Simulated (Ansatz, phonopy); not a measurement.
# How Al (Aluminum, Fm-3m) expands on warming, part 3 of 4

Aim: the lattice, expansion, heat capacity and bulk modulus of Aluminum as it warms.

What experiment has found for this phase:
- volume expansion coefficient 69 1e-6/K and heat capacity C_P per formula unit 24.2 J/mol/K near room temperature (given in “High-Throughput Prediction of Finite-Temperature Properties using the Quasi-Harmonic Approximation”, 2016, arXiv:1603.06924)

Ansatz 0.2.0; DFT LDA, scalar-relativistic, plane waves, PAW (the session's first sound run).

So far, isothermal bulk modulus at 298 K (GPa): step 5 (phonons on strained cells, functional LDA, q-mesh 2×2×2) 73.7. Also volume expansion coefficient at 300 K (× 1e-6/K): step 6 (free-energy fit) 72.4.

## Step 7: The quasi-harmonic study, q-mesh 4×4×4

The study relaxes the crystal at several strains, solves the phonons on some of them and minimises the free energy at each temperature (static energy, vibrations, the electrons in a metal, and PV under a set pressure); the q-mesh sets how far the force constants reach.

This step: DFT LDA, scalar-relativistic, plane waves, PAW (Ansatz 0.2.0).

input.yaml

```yaml
crystal:
  lattice:
    - [0.0, 1.9912054016, 1.9912054016]
    - [1.9912054016, 0.0, 1.9912054016]
    - [1.9912054016, 1.9912054016, 0.0]
  atoms:
    - { symbol: Al, position: [0.0, 0.0, 0.0] }
kpoints:
  mp_grid: { grid: [20, 20, 20] }
hamiltonian:
  xc: lda
scf:
  occupations: { method: methfessel_paxton, width: 0.2 }
output:
  eigenvalues: true
phonons:
  method: dfpt
  qmesh: [4, 4, 4]
  temperatures: { t_max: 850.0, t_step: 50 }
  thermal_expansion: {}
```

Started as:

```console
$ ansatz run input.yaml --threads 4 --pin off --max-ram 8192MiB --backend cpu --events-out ev --progress --plain --runs-dir out
```

Numbers of over 12 decimals in the logs are rounded to 6 here.

Log:

```text
[...]
Crystal: 1 atoms, lattice volume = 15.790 Å³
Basis set: ecut = 487.2 eV, 387 PW (Γ), exchange–correlation on 48×48×48 points (8 copies of the dense FFT grid, shifted against one another)
Bands: 6, of which v1, the nominal top of the filled ones, is band 2 counted from 1 (1 counted from 0)
Symmetry: 48 space group operations
[...]
k-points: 256 of 8000
[...]
SCF iter   1: F=—  HF=-512.878415 eV  |F-HF|=—  |Δ(HF+E_count)|=         —  Δρ=3.40e-3  dr2=1.68e-3  ethr=1.77e-3  ⟨swp⟩=4.8  Hψ=12847  notcnv=0
[...]
SCF iter   5: F=-512.877663 eV  HF=-512.877663 eV  |F-HF|=1.14e-13  |Δ(HF+E_count)|=  5.76e-10  S|Δr|=    0.00e0  Δρ=1.12e-7  dr2=9.20e-13  ethr=1.00e-12  ⟨swp⟩=5.4  Hψ=6632  notcnv=0
SCF 1 converged in 5 iterations: F = -512.877663 eV  dr2 = 9.20e-13
[...]
relax step   1: F+E_penalty+E_count = -512.87766334 eV  Δ(F+E_penalty+E_count) = +0.000e0 eV  max|allowed force component| = 0.000e0 eV/Å  Δτ_max = 0.0000 Å  (5 SCF iters, accepted)
SCF converged after 5 iterations
[...]
Free energy (F): -512.877663 eV
[...]
Internal energy: -512.877310 eV  (E = F + TS)
E sigma→0 (E₀):  -512.877575 eV
Entropy (-TS):   -0.000353 eV (-0.353 meV/atom)
Fermi energy:    8.247823 eV
[...]
--- Stress (GPa, compression-positive) ---
       -0.005158       0.000000       0.000000
        0.000000      -0.005158       0.000000
       -0.000000      -0.000000      -0.005158
  P = ⅓ Tr σ = -0.0052 GPa (-0.052 kbar)
--- Band table (eV; the first three rows and the last of 256) ---
[...]
── thermal expansion: 3 new cells, 3 in all ──
thermal expansion: relaxation of cell 2
thermal expansion: relaxation of cell 3
── thermal expansion: 2 new cells, 5 in all ──
thermal expansion: relaxation of cell 4
thermal expansion: lower-state search of cell 4
thermal expansion: electrons of cell 4
thermal expansion: phonons of cell 4
[...]
thermal expansion: relaxation of cell 5
thermal expansion: electrons of cell 1
thermal expansion: electrons of cell 2
thermal expansion: electrons of cell 3
thermal expansion: electrons of cell 5
thermal expansion: phonons of cell 5
[...]
── thermal expansion: 7 new cells, 12 in all ──
thermal expansion: relaxation of cell 6
thermal expansion: relaxation of cell 7
thermal expansion: relaxation of cell 8
thermal expansion: relaxation of cell 9
thermal expansion: relaxation of cell 10
thermal expansion: relaxation of cell 11
thermal expansion: relaxation of cell 12
thermal expansion: electrons of cell 6
thermal expansion: electrons of cell 7
thermal expansion: electrons of cell 8
thermal expansion: electrons of cell 9
thermal expansion: electrons of cell 10
thermal expansion: electrons of cell 11
thermal expansion: electrons of cell 12
thermal expansion: phonons of cell 6
[...]
thermal expansion: phonons of cell 7
[...]
thermal expansion: phonons of cell 8
[...]
thermal expansion: phonons of cell 9
[...]
--- Relaxed structure (1 steps of the walk, 1 accepted, 0 SCFs on fresh bases) ---
  F+E_penalty+E_count = -512.87766334 eV   max|allowed force component| = 0.000e0 eV/Å
  atoms:
    - { symbol: Al, position: [0.0, 0.0, 0.0] }
--- Thermal expansion: 12 cells in 3 rounds, 0 GPa ---
  no lower state was reached at cell 4; its state was not examined: fill_not_monotonic
  without vibrations: a 2.81596, b 2.81596, c 2.81596 Å, V 15.7894 Å³, B 82.74 GPa
  at 0 K: a 2.82560, b 2.82560, c 2.82560 Å, V 15.9520 Å³, B 80.25 GPa
  zero-point expansion: a +0.342, b +0.342, c +0.342, V +1.030 %
[...]
0.00    2.82560    2.82560    2.82560    15.9520 |    0.00    0.00    0.00    0.00 |   43.00 |     0.000     0.000 |    80.25    80.25
   100.00    2.82685    2.82685    2.82685    15.9733 |   12.16   12.16   12.16   36.48 |   58.04 |    12.901    12.800 |    79.27    79.90
   200.00    2.83166    2.83166    2.83166    16.0549 |   20.26   20.26   20.26   60.78 |   65.73 |    21.379    20.831 |    76.65    78.66
   298.15    2.83778    2.83778    2.83778    16.1592 |   23.37   23.37   23.37   70.11 |       - |    24.237    23.184 |    73.80    77.15
   350.00    2.84130    2.84130    2.84130    16.2195 |   24.49   24.49   24.49   73.46 |   71.97 |    25.122    23.789 |    72.24    76.29
   450.00    2.84853    2.84853    2.84853    16.3436 |   26.32   26.32   26.32   78.96 |   75.18 |    26.394    24.484 |    69.18    74.58
   550.00    2.85629    2.85629    2.85629    16.4775 |   28.05   28.05   28.05   84.16 |   78.22 |    27.442    24.889 |    66.02    72.78
   650.00    2.86457    2.86457    2.86457    16.6212 |   29.89   29.89   29.89   89.66 |   81.27 |    28.448    25.167 |    62.73    70.91
   750.00    2.87343    2.87343    2.87343    16.7760 |   31.94   31.94   31.94   95.81 |   84.48 |    29.504    25.379 |    59.30    68.94
   850.00    2.88296    2.88296    2.88296    16.9434 |   34.33   34.33   34.33  103.00 |   87.94 |    30.679    25.556 |    55.68    66.84
[...]
vibrations' free energy: its fit leaves 0.0000 meV an atom at the most
[...]
free energies summed between the sampled wave vectors
[...]
eigensolver_not_converged in the phonons of 6 cells: 4, 5, 6, 7, 8, 9
```

Wall time 8.2 min (4 threads of Arm Neoverse V1, shared host); peak memory 2.2 GiB; 30 min of CPU time.

Numbers from this step:

```yaml
volume_expansion_coefficient_at_298_k: 70.11 1e-6/K
c_p_at_298_k: 24.24 J/mol-atom/K
entropy_at_298_k: 28.00 J/mol-atom/K
isothermal_bulk_modulus_at_298_k: 73.80 GPa
grueneisen_parameter_at_298_k: 2.172
volume_at_298_k: 16.16 Å³/atom
principal_linear_expansion_coefficients_at_298_k: 23.37, 23.37, 23.37 1e-6/K
```

Strained cells of the study; zero-point energy where phonons were solved; the pressures are stresses at a fixed cutoff and can carry an offset from the finite basis. Expansion cells, by row:

```csv
cell,|a| (Å),|b| (Å),|c| (Å),V (Å³/atom),E - E_lowest (meV/atom),"pressure, compression positive (GPa)",gap (eV),zero-point energy (meV/atom)
1,2.816,2.816,2.816,15.79,0,-0.007,-,-
2,2.839,2.839,2.839,16.17,2.289,-1.872,-,-
3,2.794,2.794,2.794,15.42,2.37,2.088,-,-
4,2.816,2.816,2.816,15.79,0,-0.024,-,39.71
5,2.83,2.83,2.83,16.03,0.932,-1.216,-,38.47
6,2.85,2.85,2.85,16.37,5.169,-2.747,-,36.77
7,2.867,2.867,2.867,16.67,11.38,-3.938,-,35.33
8,2.885,2.885,2.885,16.97,19.86,-5.027,-,33.91
9,2.902,2.902,2.902,17.28,30.49,-6.02,-,32.52
10,2.788,2.788,2.788,15.33,3.687,2.635,-,-
11,2.802,2.802,2.802,15.56,0.892,1.258,-,-
12,2.925,2.925,2.925,17.7,47.77,-7.203,-,-
```

Quasi-harmonic; a, b, c are the run's own cell vectors. Expansion, by row:

| T (K) | a (Å) | b (Å) | c (Å) | alpha (deg) | beta (deg) | gamma (deg) | cell volume (Å³/cell) | alpha_a (1e-6/K) | alpha_b (1e-6/K) | alpha_c (1e-6/K) | alpha_V (1e-6/K) | C_P (J/mol-atom/K) | C_V (J/mol-atom/K) | S (J/mol-atom/K) | B_T (GPa) | B_S (GPa) | Grueneisen | extrapolation | fit error (1e-6/K) |
| --- | --- | --- | --- | --- | --- | --- | --- | --- | --- | --- | --- | --- | --- | --- | --- | --- | --- | --- | --- |
| 0 | 2.826 | 2.826 | 2.826 | 60 | 60 | 60 | 15.95 | 0 | 0 | 0 | 0 | 0 | 0 | 0 | 80.25 | 80.25 | - | 0 | 0 |
| 50 | 2.826 | 2.826 | 2.826 | 60 | 60 | 60 | 15.95 | 3.49 | 3.49 | 3.49 | 10.48 | 3.668 | 3.664 | 1.209 | 80.12 | 80.21 | 2.202 | 0 | 0 |
| 100 | 2.827 | 2.827 | 2.827 | 60 | 60 | 60 | 15.97 | 12.16 | 12.16 | 12.16 | 36.48 | 12.9 | 12.8 | 6.717 | 79.27 | 79.9 | 2.173 | 0 | 0.01 |
| 150 | 2.829 | 2.829 | 2.829 | 60 | 60 | 60 | 16.01 | 17.36 | 17.36 | 17.36 | 52.09 | 18.43 | 18.12 | 13.11 | 78.03 | 79.35 | 2.163 | 0 | 0.01 |
| 200 | 2.832 | 2.832 | 2.832 | 60 | 60 | 60 | 16.05 | 20.26 | 20.26 | 20.26 | 60.78 | 21.38 | 20.83 | 18.86 | 76.65 | 78.66 | 2.162 | 0 | 0.01 |
| 250 | 2.835 | 2.835 | 2.835 | 60 | 60 | 60 | 16.11 | 22.09 | 22.09 | 22.09 | 66.27 | 23.12 | 22.32 | 23.83 | 75.21 | 77.91 | 2.166 | 0 | 0.02 |
| 298.1 | 2.838 | 2.838 | 2.838 | 60 | 60 | 60 | 16.16 | 23.37 | 23.37 | 23.37 | 70.11 | 24.24 | 23.18 | 28 | 73.8 | 77.15 | 2.172 | 0 | 0.02 |
| 300 | 2.838 | 2.838 | 2.838 | 60 | 60 | 60 | 16.16 | 23.41 | 23.41 | 23.41 | 70.24 | 24.27 | 23.21 | 28.16 | 73.74 | 77.12 | 2.172 | 0 | 0.02 |
| 350 | 2.841 | 2.841 | 2.841 | 60 | 60 | 60 | 16.22 | 24.49 | 24.49 | 24.49 | 73.46 | 25.12 | 23.79 | 31.96 | 72.24 | 76.29 | 2.179 | 0 | 0.03 |
| 400 | 2.845 | 2.845 | 2.845 | 60 | 60 | 60 | 16.28 | 25.43 | 25.43 | 25.43 | 76.3 | 25.8 | 24.19 | 35.36 | 70.72 | 75.44 | 2.187 | 0 | 0.03 |
| 450 | 2.849 | 2.849 | 2.849 | 60 | 60 | 60 | 16.34 | 26.32 | 26.32 | 26.32 | 78.96 | 26.39 | 24.48 | 38.44 | 69.18 | 74.58 | 2.196 | 0 | 0.04 |
| 500 | 2.852 | 2.852 | 2.852 | 60 | 60 | 60 | 16.41 | 27.18 | 27.18 | 27.18 | 81.55 | 26.93 | 24.71 | 41.25 | 67.61 | 73.69 | 2.205 | 0 | 0.04 |
| 550 | 2.856 | 2.856 | 2.856 | 60 | 60 | 60 | 16.48 | 28.05 | 28.05 | 28.05 | 84.16 | 27.44 | 24.89 | 43.84 | 66.02 | 72.78 | 2.215 | 0 | 0.04 |
| 600 | 2.86 | 2.86 | 2.86 | 60 | 60 | 60 | 16.55 | 28.95 | 28.95 | 28.95 | 86.85 | 27.94 | 25.04 | 46.25 | 64.39 | 71.86 | 2.226 | 0 | 0.04 |
| 650 | 2.865 | 2.865 | 2.865 | 60 | 60 | 60 | 16.62 | 29.89 | 29.89 | 29.89 | 89.66 | 28.45 | 25.17 | 48.5 | 62.73 | 70.91 | 2.237 | 0 | 0.05 |
| 700 | 2.869 | 2.869 | 2.869 | 60 | 60 | 60 | 16.7 | 30.88 | 30.88 | 30.88 | 92.63 | 28.96 | 25.28 | 50.63 | 61.04 | 69.94 | 2.249 | 0 | 0.05 |
| 750 | 2.873 | 2.873 | 2.873 | 60 | 60 | 60 | 16.78 | 31.94 | 31.94 | 31.94 | 95.81 | 29.5 | 25.38 | 52.65 | 59.3 | 68.94 | 2.262 | 0 | 0.04 |
| 800 | 2.878 | 2.878 | 2.878 | 60 | 60 | 60 | 16.86 | 33.08 | 33.08 | 33.08 | 99.25 | 30.07 | 25.47 | 54.57 | 57.52 | 67.91 | 2.275 | 0 | 0.04 |
| 850 | 2.883 | 2.883 | 2.883 | 60 | 60 | 60 | 16.94 | 34.33 | 34.33 | 34.33 | 103 | 30.68 | 25.56 | 56.41 | 55.68 | 66.84 | 2.29 | 0 | 0.04 |

Table of expansion coefficient by temperature; values in 1e-6/K:

```csv
temperature (K),volume,principal 1
0,0,0
50,10.5,3.49
100,36.5,12.2
150,52.1,17.4
200,60.8,20.3
250,66.3,22.1
298,70.1,23.4
300,70.2,23.4
350,73.5,24.5
400,76.3,25.4
450,79.0,26.3
500,81.5,27.2
550,84.2,28.1
600,86.8,28.9
650,89.7,29.9
700,92.6,30.9
750,95.8,31.9
800,99.2,33.1
850,103,34.3
```

Changing the q-mesh (2×2×2 → 4×4×4) takes the volume expansion at 298 K from 72.4 to 70.1 × 10⁻⁶/K and B_T from 73.7 to 73.8 GPa.

## Step 8: Quasi-harmonic fit by phonopy

This step: DFT LDA, scalar-relativistic, plane waves, PAW (phonopy 4.10.0).

Numbers from this step:

```yaml
volume_expansion_coefficient_at_300_k: 70.12 1e-6/K
isothermal_bulk_modulus_at_300_k: 73.71 GPa
c_p_at_300_k: 24.33 J/mol-atom/K
grueneisen_parameter_at_300_k: 2.194
```

Table of energy (each curve on its own zero) by volume; values in meV/atom:

```csv
volume (Å³/atom),static,F at 0 K,F at 300 K,F at 850 K
15.793,0,3.6,8.27,22.0
16.031,0.93,3.29,6.5,15.8
16.371,5.17,5.82,6.86,9.75
16.668,11.4,10.6,9.69,6.93
16.971,19.9,17.6,14.7,6.13
17.279,30.5,26.9,21.8,7.22
```

Phonopy-qha, vinet fit of F(V) at each temperature. Qha vinet, by row:

| T (K) | fitted volume (Å³/atom) | alpha_V (1e-6/K) | B_T (GPa) | C_P (J/mol-atom/K) | Grueneisen |
| --- | --- | --- | --- | --- | --- |
| 100 | 15.97 | 34.66 | 79.14 | 12.41 | 2.077 |
| 150 | 16.01 | 51.02 | 77.93 | 18.33 | 2.132 |
| 200 | 16.05 | 60.3 | 76.58 | 21.41 | 2.163 |
| 250 | 16.11 | 66.04 | 75.17 | 23.18 | 2.18 |
| 300 | 16.16 | 70.12 | 73.71 | 24.33 | 2.194 |
| 350 | 16.22 | 73.39 | 72.23 | 25.18 | 2.207 |
| 400 | 16.28 | 76.25 | 70.71 | 25.85 | 2.22 |
| 450 | 16.34 | 78.94 | 69.16 | 26.43 | 2.234 |
| 500 | 16.41 | 81.56 | 67.59 | 26.96 | 2.248 |
| 550 | 16.48 | 84.2 | 65.99 | 27.47 | 2.263 |
| 600 | 16.55 | 86.91 | 64.36 | 27.97 | 2.279 |
| 650 | 16.62 | 89.74 | 62.7 | 28.47 | 2.295 |
| 700 | 16.7 | 92.72 | 61.01 | 28.99 | 2.312 |
| 750 | 16.78 | 95.9 | 59.29 | 29.52 | 2.33 |
| 800 | 16.86 | 99.29 | 57.54 | 30.09 | 2.349 |

Table of volume expansion coefficient by temperature; values in 1e-6/K:

```csv
temperature (K),"phonopy-qha, Vinet",Ansatz's own study
100,34.7,36.5
150,51.0,52.1
200,60.3,60.8
250,66.0,66.3
300,70.1,70.2
350,73.4,73.5
400,76.2,76.3
450,78.9,79.0
500,81.6,81.5
550,84.2,84.2
600,86.9,86.8
650,89.7,89.7
700,92.7,92.6
750,95.9,95.8
800,99.3,99.2
```

The fit gives a volume expansion of 70.1 × 10⁻⁶/K at 300 K, against 70.1 at 298 K from the study itself, whose static fit uses more cells.

## Step 9: Relaxing at another setting

The functional, the potentials or the cutoff change, so the crystal is relaxed again at the new setting.

This step: DFT PBE, scalar-relativistic, plane waves, PAW (Ansatz 0.2.0).

input.yaml, the sections that differ from step 7:

```yaml
hamiltonian:
  xc: pbe
output:
  forces: true
  stress: true
  eigenvalues: true
relax:
  adjacent_minimum: "off"
  f_tol: 0.001
  max_steps: 60
  cell: { stress_tol: 0.01 }
# crystal, kpoints, scf: as in step 7
# phonons: removed
```

Log:

```text
[...]
Crystal: 1 atoms, lattice volume = 15.790 Å³
Basis set: ecut = 420 eV, 331 PW (Γ), exchange–correlation on 40×40×40 points (8 copies of the dense FFT grid, shifted against one another)
Bands: 6, of which v1, the nominal top of the filled ones, is band 2 counted from 1 (1 counted from 0)
Symmetry: 48 space group operations
[...]
k-points: 256 of 8000
[...]
SCF iter   1: F=—  HF=-537.494207 eV  |F-HF|=—  |Δ(HF+E_count)|=         —  Δρ=5.73e-4  dr2=2.06e-5  ethr=1.77e-3  ⟨swp⟩=4.6  Hψ=12600  notcnv=0
[...]
SCF iter   3: F=-537.494250 eV  HF=-537.494251 eV  |F-HF|=6.65e-9  |Δ(HF+E_count)|=   1.03e-5  S|Δr|=    0.00e0  Δρ=1.56e-5  dr2=3.76e-8  ethr=3.33e-9  ⟨swp⟩=4.2  Hψ=7044  notcnv=0
SCF 1 converged in 3 iterations: F = -537.494250 eV  dr2 = 3.76e-8
[...]
relax step   1: F+E_penalty+E_count = -537.49425050 eV  Δ(F+E_penalty+E_count) = +0.000e0 eV  max|allowed force component| = 0.000e0 eV/Å  Δτ_max = 0.0000 Å  P = +3.645 GPa  Ω = 15.790 Å³  (3 SCF iters, dr2 threshold 1.00e-7 eV, accepted)
Crystal: 1 atoms, lattice volume = 16.490 Å³
[...]
SCF iter   4: F=-537.501427 eV  HF=-537.501427 eV  |F-HF|=1.46e-10  |Δ(HF+E_count)|=   6.46e-9  S|Δr|=    0.00e0  Δρ=9.25e-7  dr2=7.11e-11  ethr=1.28e-10  ⟨swp⟩=1.5  Hψ=4217  notcnv=0
SCF 2 converged in 4 iterations: F = -537.501427 eV  dr2 = 7.11e-11
[...]
relax step   2: F+E_penalty+E_count = -537.50142705 eV  Δ(F+E_penalty+E_count) = -7.177e-3 eV  max|allowed force component| = 0.000e0 eV/Å  Δτ_max = 0.0000 Å  P = -0.052 GPa  Ω = 16.490 Å³  energy of the carried Pulay correction = -3.432e-4 eV  (4 SCF iters, dr2 threshold 1.00e-7 eV, accepted)
Crystal: 1 atoms, lattice volume = 16.479 Å³
[...]
SCF iter   3: F=-537.501434 eV  HF=-537.501434 eV  |F-HF|=5.91e-12  |Δ(HF+E_count)|=   1.39e-8  S|Δr|=    0.00e0  Δρ=2.08e-7  dr2=1.90e-12  ethr=2.22e-10  ⟨swp⟩=3.0  Hψ=3120  notcnv=0
SCF 3 converged in 3 iterations: F = -537.501434 eV  dr2 = 1.90e-12
relax step   3: F+E_penalty+E_count = -537.50143371 eV  Δ(F+E_penalty+E_count) = -6.659e-6 eV  max|allowed force component| = 0.000e0 eV/Å  Δτ_max = 0.0000 Å  P = -0.004 GPa  Ω = 16.479 Å³  energy of the carried Pulay correction = -3.383e-4 eV  (3 SCF iters, dr2 threshold 6.66e-9 eV, accepted)
[...]
relax step   4: F+E_penalty+E_count = -537.50186542 eV  Δ(F+E_penalty+E_count) = -4.317e-4 eV  max|allowed force component| = 0.000e0 eV/Å  Δτ_max = 0.0000 Å  P = +0.034 GPa  Ω = 16.479 Å³  stress off target by 3.43e-2 GPa  SCF on the basis re-selected at this cell (its energy is not comparable with the rows above)  (4 SCF iters)
[...]
relax step   5: F+E_penalty+E_count = -537.50186289 eV  Δ(F+E_penalty+E_count) = +2.537e-6 eV  max|allowed force component| = 0.000e0 eV/Å  Δτ_max = 0.0000 Å  P = +0.000 GPa  Ω = 16.487 Å³  energy of the carried Pulay correction = -3.330e-6 eV  (3 SCF iters, dr2 threshold 2.95e-9 eV, accepted)
[...]
SCF iter   4: F=-537.501867 eV  HF=-537.501867 eV  |F-HF|=2.27e-13  |Δ(HF+E_count)|=  4.55e-12  S|Δr|=    0.00e0  Δρ=1.58e-9  dr2=3.16e-16  ethr=1.00e-12  ⟨swp⟩=3.8  Hψ=3428  notcnv=0
SCF 6 converged in 4 iterations: F = -537.501867 eV  dr2 = 3.16e-16
relax step   6: F+E_penalty+E_count = -537.50186709 eV  Δ(F+E_penalty+E_count) = -4.204e-6 eV  max|allowed force component| = 0.000e0 eV/Å  Δτ_max = 0.0000 Å  P = +0.000 GPa  Ω = 16.487 Å³  stress off target by 4.18e-4 GPa  SCF on the basis re-selected at this cell (its energy is not comparable with the rows above)  (4 SCF iters)
[...]
SCF converged after 4 iterations
[...]
Free energy (F): -537.501867 eV
[...]
Internal energy: -537.501449 eV  (E = F + TS)
E sigma→0 (E₀):  -537.501762 eV
Entropy (-TS):   -0.000418 eV (-0.418 meV/atom)
Fermi energy:    7.998716 eV
[...]
--- Stress (GPa, compression-positive) ---
        0.000418       0.000000       0.000000
        0.000000       0.000418       0.000000
        0.000000      -0.000000       0.000418
  P = ⅓ Tr σ = 0.0004 GPa (0.004 kbar)
--- Band table (eV; the first three rows and the last of 256) ---
[...]
--- Relaxed structure (4 steps of the walk, 4 accepted, 2 SCFs on fresh bases) ---
[...]
cell:  # Å, volume = 16.4868 Å³
    - [0, 2.020082, 2.020082]
    - [2.020082, 0, 2.020082]
    - [2.020082, 2.020082, 0]
  atoms:
    - { symbol: Al, position: [0.0, 0.0, 0.0] }
```

Wall time 3.3 s (4 threads); peak memory 0.3 GiB.

Relaxation path:

```
step  energy less that of the first step (eV)  largest force component (eV/Å)  pressure (GPa)  volume (Å³)
   1                                   0.0000                          0.0000            3.64        15.79
   2                                  -0.0072                          0.0000           -0.05        16.49
   3                                  -0.0072                          0.0000            0.00        16.48
  4*                                  -0.0076                          0.0000            0.03        16.48
   5                                  -0.0076                          0.0000            0.00        16.49
  6*                                  -0.0076                          0.0000            0.00        16.49
```

Relaxation steps marked * repeat the geometry before them on a plane-wave basis chosen anew for their cell, so energy and pressure can jump there.

| conventional cell, symmetrised | before | after | change |
| --- | --- | --- | --- |
| a (Å) | 3.982 | 4.040 | +1.5 % |
| b (Å) | 3.982 | 4.040 | +1.5 % |
| c (Å) | 3.982 | 4.040 | +1.5 % |
| volume (Å³/atom) | 15.79 | 16.49 | +4.4 % |

Final coordinates:

```xyz
1
Lattice="0.0000 2.0201 2.0201 2.0201 0.0000 2.0201 2.0201 2.0201 0.0000" Properties=species:S:1:pos:R:3 pbc="T T T"
Al    0.0000    0.0000    0.0000
```

This step gave:

| Item | Value |
| --- | --- |
| pressure | 4.18e-4 GPa |
| volume per atom | 16.49 Å³ |

The residual pressure is 4.2e-4 GPa, small enough for phonons.

(Continued in part 4 of 4.)

[Logs are printed without paths, hosts, clocks, repeated set-up lines and the standing remarks that a program may print on its own settings, such as how far it seeks lower states.]

[Hosts, paths, dates, database ids (printed as entryN), source tags and the programs' standing remarks are cut or masked in the printed files.]

[A step with changed settings may run another functional than the one named; its input shows which.]
